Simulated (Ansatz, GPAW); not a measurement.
# Dielectric function and optical constants of Ba2PF (model structure)

Wanted: where Ba2PF (model structure) starts to absorb, how strongly, and its refractive index. The structure is a model built here, which may or may not match a known phase. It was built so: All Cl replaced by F and N replaced by P in the R-3m structure of Ba2NCl. The cell is first relaxed with Ansatz.

Program: GPAW 26.7.0. Level of theory: DFT, PBE, plane-wave PAW (GPAW data sets), scalar-relativistic, RPA, optical limit. Results are calculated unless marked as measured.

Report form: the programs' logs are mostly left out.

### 1. Set-up

The structure is trigonal, space group R-3m (No. 166). Conventional cell: a = 4.077 Å, b = 4.077 Å, c = 22.636 Å, α = 90.00°, β = 90.00°, γ = 120.00°. Ba has 3 P at 2.77 Å and 3 F at 3.30 Å nearest. P has 6 Ba at 2.77 Å nearest. F has 6 Ba at 3.30 Å nearest. All Cl replaced by F and N replaced by P in the R-3m structure of Ba2NCl. Farther neighbours and most contacts between anions are not listed.

### 2. Relaxation

Spectra hang on bond lengths, so the cell is first brought to its minimum.

This step: DFT, PBE, plane-wave PAW, default files, scalar-relativistic, relaxation (Ansatz 0.2.0).

input.yaml reads:

```yaml
crystal:
  lattice:
    - [2.0383775897, 1.1768578501, 7.54520794]
    - [-2.0383775897, 1.1768578501, 7.54520794]
    - [0.0, -2.3537157003, 7.54520794]
  atoms:
    - { symbol: Ba, position: [0.76854418, 0.76854418, 0.76854418] }
    - { symbol: Ba, position: [0.23145582, 0.23145582, 0.23145582] }
    - { symbol: P, position: [0.5, 0.5, 0.5] }
    - { symbol: F, position: [0.0, 0.0, 0.0] }
kpoints:
  mp_grid: { grid: [7, 7, 7] }
scf:
  occupations: { method: fermi_dirac, width: 0.05 }
hamiltonian:
  xc: pbe
output:
  forces: true
  stress: true
relax:
  f_tol: 0.02
  max_steps: 50
  cell: {}
```

On the command line:

```console
> ansatz run input.yaml --threads 1 --pin off --max-ram 4096MiB --backend cpu --events-out ev --progress --plain --runs-dir out
```

It took 1.9 min on 1 thread of Arm Neoverse N1, shared host; peak memory 0.42 GiB.

Relaxation path:

```tsv
step	energy less that of the first step (eV)	largest force component (eV/Å)	pressure (GPa)	volume (Å³)
1	0.0000	5.1596	17.64	108.60
2	-1.8774	2.0818	6.73	114.87
3	-2.4607	0.7079	2.13	118.70
4	-2.5860	0.3187	0.35	120.10
5	-2.6021	0.0379	-0.17	119.63
6	-2.6043	0.0012	-0.09	118.80
7	-2.6046	0.0019	-0.01	118.44
8*	-2.6454	0.0033	0.49	118.44
9	-2.6497	0.0208	0.12	119.53
10	-2.6496	0.0008	0.00	119.84
11*	-2.6508	0.0009	0.00	119.84
```

Relaxation steps marked * repeat the geometry before them on a plane-wave basis chosen anew for their cell, so energy and pressure can jump there.

Forces are held to the 12 operations that the run works with; a distortion that breaks them can't arise in this run.

```tsv
conventional cell, symmetrised	before	after	change
a (Å)	4.077	4.511	+10.7 %
b (Å)	4.077	4.511	+10.7 %
c (Å)	22.636	20.399	-9.9 %
volume (Å³/atom)	27.15	29.96	+10.3 %
```

The atoms that moved most (Å, as changes of fractional coordinates times the final cell):

```tsv
atom	dx	dy	dz	length
Ba1	0.000	0.000	-0.416	0.416
Ba2	0.000	0.000	0.416	0.416
```

The relaxed structure:

```xyz
4
Lattice="2.2556 1.3023 6.7996 -2.2556 1.3023 6.7996 0.0000 -2.6045 6.7996" Properties=species:S:1:pos:R:3 pbc="T T T"
Ba    0.0000    0.0000   15.2610
Ba    0.0000    0.0000    5.1377
P     0.0000    0.0000   10.1994
F     0.0000    0.0000    0.0000
```

The relaxation ends with a largest force component of 9.1e-4 eV/Å and a pressure of 0.00 GPa.

### 3. Ground state

The self-consistent density comes first; it also tells whether there is a gap, which decides the occupations and the need for a Drude term.

This step: DFT, PBE, plane-wave PAW (GPAW data sets), scalar-relativistic, ground state (GPAW 26.7.0).

gs.py reads:

```python
from ase import Atoms
from ase.dft.bandgap import bandgap
from gpaw import GPAW, PW, FermiDirac

atoms = Atoms(['Ba', 'Ba', 'P', 'F'],
              cell=[[2.255600876796, 1.302271773402, 6.799575530700],
                    [-2.255600876796, 1.302271773402, 6.799575530700],
                    [0.000000000000, -2.604543546805, 6.799575530700]],
              scaled_positions=[[0.748134231800, 0.748134231800, 0.748134231800],
                                [0.251865768200, 0.251865768200, 0.251865768200],
                                [0.500000000000, 0.500000000000, 0.500000000000],
                                [0.000000000000, 0.000000000000, 0.000000000000]],
              pbc=[True, True, True])
atoms.calc = GPAW(mode=PW(500), xc='PBE', kpts={'size': (6, 6, 6), 'gamma': True},
                  occupations=FermiDirac(0.05), maxiter=150, txt='gs.txt')
print('energy (eV)', atoms.get_potential_energy())
print('Fermi level (eV)', atoms.calc.get_fermi_level())
print('valence electrons', atoms.calc.get_number_of_electrons())
print('gap (eV)', bandgap(atoms.calc, output=None)[0])
print('direct gap (eV)', bandgap(atoms.calc, direct=True, output=None)[0])
atoms.calc.write('gs.gpw')
```

On the command line:

```console
> OMP_NUM_THREADS=1 python gs.py
```

It took 2 min on 1 thread; peak memory 0.26 GiB.

Read-outs, printed or worked out from the files:

```
energy                 : -18.74 eV
Fermi energy           : 6.374 eV
gap on the k-mesh      : 1.105 eV
direct gap on the mesh : 1.161 eV
electrons              : 32
```

There is a gap, 1.11 eV on this mesh (points off the mesh can give less), so no carriers' term is needed.

### 4. Bands for the response

At the fixed density, many empty bands are solved on the mesh of the response, since the spectrum sums over them.

This step: DFT, PBE, plane-wave PAW (GPAW data sets), scalar-relativistic, bands at fixed density (GPAW 26.7.0).

nscf.py reads:

```python
from ase.dft.bandgap import bandgap
from gpaw import GPAW, FermiDirac

calc = GPAW('gs.gpw').fixed_density(kpts={'size': (8, 8, 8), 'gamma': True}, nbands=78, convergence={'bands': 72},
                                    occupations=FermiDirac(0.001), txt='nscf.txt')
print('gap (eV)', bandgap(calc, output=None)[0])
print('direct gap (eV)', bandgap(calc, direct=True, output=None)[0])
print('top band over the Fermi level (eV)', min(calc.get_eigenvalues(kpt=k)[71] for k in range(len(calc.get_ibz_k_points()))) - calc.get_fermi_level())
calc.write('full.gpw', mode='all')
```

On the command line:

```console
> OMP_NUM_THREADS=1 python nscf.py
```

Run time: 30 min. Hardware: 1 thread; peak memory 0.53 GiB.

Numbers from this step:

| Item | Value |
| --- | --- |
| gap on the k-mesh | 1.106 eV |

### 5. Dielectric function, RPA

Local fields let the induced charge screen the field inside the cell, which as a rule lowers ε, most along directions where the density is uneven.

This step: DFT, PBE, plane-wave PAW (GPAW data sets), scalar-relativistic, RPA, optical limit (GPAW 26.7.0).

df.py reads:

```python
from gpaw.response.df import DielectricFunction

df = DielectricFunction('full.gpw', frequencies={'type': 'nonlinear', 'domega0': 0.03, 'omega2': 8},
                        ecut=60,
                        eta=0.1,
                        nbands=72,
                        txt='df.txt')
for direction in ['x', 'z']:
    df.get_dielectric_function(xc='RPA', direction=direction, filename=f'df_{direction}.csv')
```

On the command line:

```console
> OMP_NUM_THREADS=1 python df.py
```

It took 4.9 min on 1 thread; peak memory 0.7 GiB.

Numbers from this step:

- electronic dielectric constant ε∞, mean over x, y and z (by symmetry where fewer were run): 5.683

Some rows of df_x.csv (energy; Re and Im without local fields; Re and Im with them):

```text
0.000000, 7.154098, -0.000000, 6.081550, -0.000000
0.555532, 7.442411, 0.119261, 6.304593, 0.092147
1.143969, 9.029389, 1.394466, 7.525994, 1.075766
1.768324, 7.933902, 3.908431, 6.879654, 2.813736
2.431988, 6.185316, 4.935438, 5.468939, 3.969471
3.138794, 5.786748, 4.500875, 5.146636, 3.329958
3.893091, 3.739667, 4.740619, 3.681021, 3.781624
4.699832, 3.354747, 5.506543, 3.494544, 4.357251
5.564682, 1.734393, 5.206460, 2.479629, 4.331654
6.494155, -0.573342, 5.121414, 0.838868, 5.717973
7.495775, -0.809198, 2.191551, -1.361086, 2.549522
8.578281, 0.162318, 1.422307, -0.155631, 1.402380
9.751884, 0.727951, 1.142037, 0.392640, 0.876026
11.028587, 0.477343, 0.894423, 0.404268, 0.795296
12.422601, 1.026563, 0.643944, 0.785039, 0.608882
13.950874, 1.975843, 1.194413, 1.120681, 0.834041
15.633783, 1.424850, 1.938923, 1.013406, 0.924329
17.496047, 0.619417, 1.930559, 0.893986, 0.862619
19.567954, -0.598587, 1.447365, 0.907798, 0.945265
```

The Im ε has structure finer than the step of the table below, so its rows give means over 0.5 eV, whole bins alone (the curve runs from 0 to 21.9 eV). Peaks (eV: height): E ∥ x 2.43: 3.97, 6.44: 5.79, 20.82: 1.42; E ∥ z 3.59: 5.82, 4.98: 3.39, 6.99: 4.36.

Sum at mesh points, not converged in k; values under the direct gap are tails of Lorentzian lines. Table of Im ε by photon energy; means over each step:

```tsv
photon energy (eV)	E ∥ x	E ∥ z
0.5	0.0847	0.0324
1.0	0.638	0.109
1.5	2.04	0.615
2.0	2.97	1.13
2.5	3.65	2.59
3.0	3.11	3.46
3.5	3.98	5.32
4.0	3.81	3.60
4.5	4.13	2.51
5.0	4.43	3.03
5.5	4.31	2.15
6.0	4.66	2.04
6.5	5.50	2.30
7.0	4.56	3.85
7.5	2.62	3.62
8.0	1.80	3.68
8.5	1.40	2.84
9.0	1.25	1.86
9.5	0.889	1.33
10.0	0.929	1.31
10.5	1.03	1.06
11.0	0.836	0.952
11.5	0.705	0.958
12.0	0.758	0.855
12.5	0.628	0.763
13.0	0.673	0.690
13.5	0.702	0.809
14.0	0.841	0.978
14.5	0.895	0.951
15.0	0.784	1.09
15.5	0.884	1.27
16.0	0.863	1.25
16.5	0.828	1.04
17.0	0.945	1.05
17.5	0.893	0.980
18.0	0.862	0.892
18.5	0.852	0.884
19.0	0.958	0.871
19.5	0.960	0.875
20.0	0.986	0.916
20.5	1.17	1.17
21.0	1.35	1.04
21.5	0.992	0.964
```

The reflectivity at normal incidence has structure finer than the step of the table below, so its rows give means over 0.5 eV, whole bins alone (the curve runs from 0 to 21.9 eV). Peaks (eV: height): E ∥ x 7.38: 39.2, 21.35: 11.7; E ∥ z 3.64: 26.7, 5.03: 17.7, 6.99: 21.9, 8.39: 31.4, 9.96: 15.4, 15.93: 7.77.

Sum at mesh points, not converged in k. The reflectivity at normal incidence by photon energy; means over each step:

```tsv
photon energy (eV)	E ∥ x (%)	E ∥ z (%)
0.5	18.5	14.5
1.0	20.8	15.4
1.5	21.2	17.1
2.0	21.4	18.1
2.5	20.9	20.7
3.0	19.1	21.0
3.5	20.9	25.4
4.0	19.7	19.3
4.5	20.7	13.3
5.0	21.7	16.1
5.5	21.5	11.3
6.0	23.1	10.9
6.5	29.1	13.0
7.0	36.3	20.1
7.5	37.5	19.6
8.0	30.1	22.8
8.5	23.1	27.7
9.0	20.4	23.0
9.5	13.1	14.9
10.0	7.97	13.1
10.5	8.08	9.59
11.0	8.11	6.71
11.5	4.16	5.80
12.0	4.36	5.13
12.5	2.82	3.68
13.0	2.54	2.61
13.5	2.57	3.10
14.0	3.39	4.27
14.5	3.98	4.04
15.0	3.28	4.88
15.5	3.75	6.54
16.0	3.88	7.45
16.5	3.38	6.05
17.0	4.30	6.04
17.5	4.21	6.01
18.0	3.93	5.06
18.5	3.66	4.72
19.0	4.41	4.70
19.5	4.72	4.43
20.0	4.73	4.51
20.5	6.12	7.21
21.0	10.3	8.07
21.5	11.0	8.79
```

The Im ε, E ∥ x has structure finer than the step of the table below, so its rows give means over 0.5 eV, whole bins alone (the curve runs from 0 to 21.9 eV). Peaks (eV: height): without local fields 2.43: 4.94, 3.72: 5.36, 5.17: 5.72, 6.18: 5.63, 16.75: 2.56; with local fields 2.43: 3.97, 6.44: 5.79, 20.82: 1.42.

Sum at mesh points, not converged in k; values under the direct gap are tails of Lorentzian lines. Table of Im ε, E ∥ x by photon energy; means over each step:

```tsv
photon energy (eV)	without local fields	with local fields
0.5	0.110	0.0847
1.0	0.827	0.638
1.5	2.76	2.04
2.0	3.85	2.97
2.5	4.54	3.65
3.0	4.13	3.11
3.5	5.18	3.98
4.0	4.83	3.81
4.5	5.18	4.13
5.0	5.46	4.43
5.5	5.17	4.31
6.0	5.27	4.66
6.5	5.10	5.50
7.0	3.52	4.56
7.5	2.25	2.62
8.0	1.78	1.80
8.5	1.39	1.40
9.0	1.29	1.25
9.5	1.05	0.889
10.0	1.21	0.929
10.5	1.30	1.03
11.0	0.951	0.836
11.5	0.812	0.705
12.0	0.839	0.758
12.5	0.652	0.628
13.0	0.602	0.673
13.5	0.699	0.702
14.0	1.22	0.841
14.5	1.62	0.895
15.0	1.50	0.784
15.5	1.86	0.884
16.0	1.87	0.863
16.5	2.29	0.828
17.0	2.37	0.945
17.5	2.01	0.893
18.0	2.16	0.862
18.5	2.39	0.852
19.0	1.79	0.958
19.5	1.48	0.960
20.0	1.10	0.986
20.5	0.743	1.17
21.0	0.482	1.35
21.5	0.454	0.992
```

The loss function −Im 1/ε at q → 0 has structure finer than the step of the table below, so its rows give means over 0.5 eV, whole bins alone (the curve runs from 0 to 21.9 eV). Peaks (eV: height): E ∥ x 9.55: 1.12, 11.03: 0.999, 21.62: 1.04; E ∥ z 5.27: 0.301, 9.48: 0.768, 10.10: 0.850, 17.61: 0.681.

Sum at mesh points, not converged in k; values under the direct gap are tails of Lorentzian lines. Table of loss function −Im 1/ε at q → 0 by energy loss; means over each step:

```tsv
energy loss (eV)	E ∥ x	E ∥ z
0.5	0.00211	0.00130
1.0	0.0117	0.00384
1.5	0.0400	0.0181
2.0	0.0620	0.0303
2.5	0.0925	0.0573
3.0	0.0922	0.0807
3.5	0.111	0.118
4.0	0.131	0.231
4.5	0.137	0.215
5.0	0.154	0.220
5.5	0.176	0.254
6.0	0.173	0.209
6.5	0.174	0.162
7.0	0.207	0.187
7.5	0.311	0.230
8.0	0.487	0.261
8.5	0.685	0.355
9.0	0.801	0.535
9.5	1.06	0.728
10.0	0.854	0.735
10.5	0.771	0.810
11.0	0.949	0.748
11.5	0.732	0.670
12.0	0.708	0.697
12.5	0.601	0.605
13.0	0.491	0.481
13.5	0.449	0.372
14.0	0.439	0.440
14.5	0.502	0.427
15.0	0.503	0.398
15.5	0.464	0.466
16.0	0.524	0.566
16.5	0.466	0.615
17.0	0.496	0.606
17.5	0.544	0.669
18.0	0.537	0.658
18.5	0.497	0.626
19.0	0.500	0.636
19.5	0.548	0.599
20.0	0.520	0.564
20.5	0.503	0.598
21.0	0.633	0.758
21.5	0.931	0.867
```

Optical constants at common wavelengths, from n + ik = √ε:

```tsv
wavelength (nm)	n x	k x	R (%) x	1/α x	n z	k z	R (%) z	1/α z
1550	2.57	0.036	19.4	3.4 µm	2.26	0.013	14.9	9.3 µm
633	2.52	0.571	20.7	88 nm	2.44	0.190	17.7	266 nm
450	2.23	0.711	18.5	50 nm	2.44	0.644	20.4	56 nm
405	2.36	0.656	19.5	49 nm	2.48	0.708	21.3	46 nm
365	2.31	0.865	21.1	34 nm	2.52	1.055	25.3	28 nm
308	2.14	0.867	19.3	28 nm	1.60	1.042	18.4	24 nm
193	1.91	1.497	28.7	10 nm	1.79	0.610	12.2	25 nm
```

Below the direct gap, k and the depth come from the tails of the Lorentzian lines, not from transitions.

Rows near the edge hang on the gap, which this functional as a rule makes too small, and phonon-assisted absorption is left out.

### 6. What came out

```yaml
electronic_dielectric_constant_eps_infinity_mean_over_x_y_and_z_by_symmetry_where_fewer_were_run_rpa: 5.68
```

**Reading.** At this level (PBE, RPA) Ba2PF has a mean ε∞ = 5.68 and n = 2.57 at 1550 nm (E ∥ x). The cell grew by 10.3 % in volume. On the mesh the gap is 1.11 eV and the least direct gap 1.16 eV, so on this mesh the band edges lie at different points. Local fields change the static value along x from 7.15 to 6.08 (-15 %). The static values by axis are 6.08 (x), 4.89 (z). Excitons and phonon-assisted transitions are missing; PBE gaps are as a rule too small, which pulls the onset down and ε∞ up. Spin-orbit coupling is left out although heavy atoms are present. The cell grew by 10 % in the relaxation, which can come from the guessed start or, where layers or molecules are weakly bound, from the missing dispersion term; a larger cell lowers ε. In this version of GPAW the matrix elements of the optical limit are incomplete, which can lower ε − 1 by up to a tenth where first-row anions or d states rule, and shift it by more in d metals. The sum runs over mesh points 0.20 Å⁻¹ apart with no interpolation, so peaks are partly noise of the mesh; over so small a direct gap single mesh points weigh heavily, so ε∞, n and their changes from run to run can be far off.

[Machine, clock and banner lines and Python warnings are left out of the logs.]

[Logs are printed without paths, hosts, clocks, repeated set-up lines and the standing remarks that a program may print on its own settings, such as how far it seeks lower states.]

[Hosts, paths, dates, database ids (printed as entryN), source tags and the programs' standing remarks are cut or masked in the printed files.]
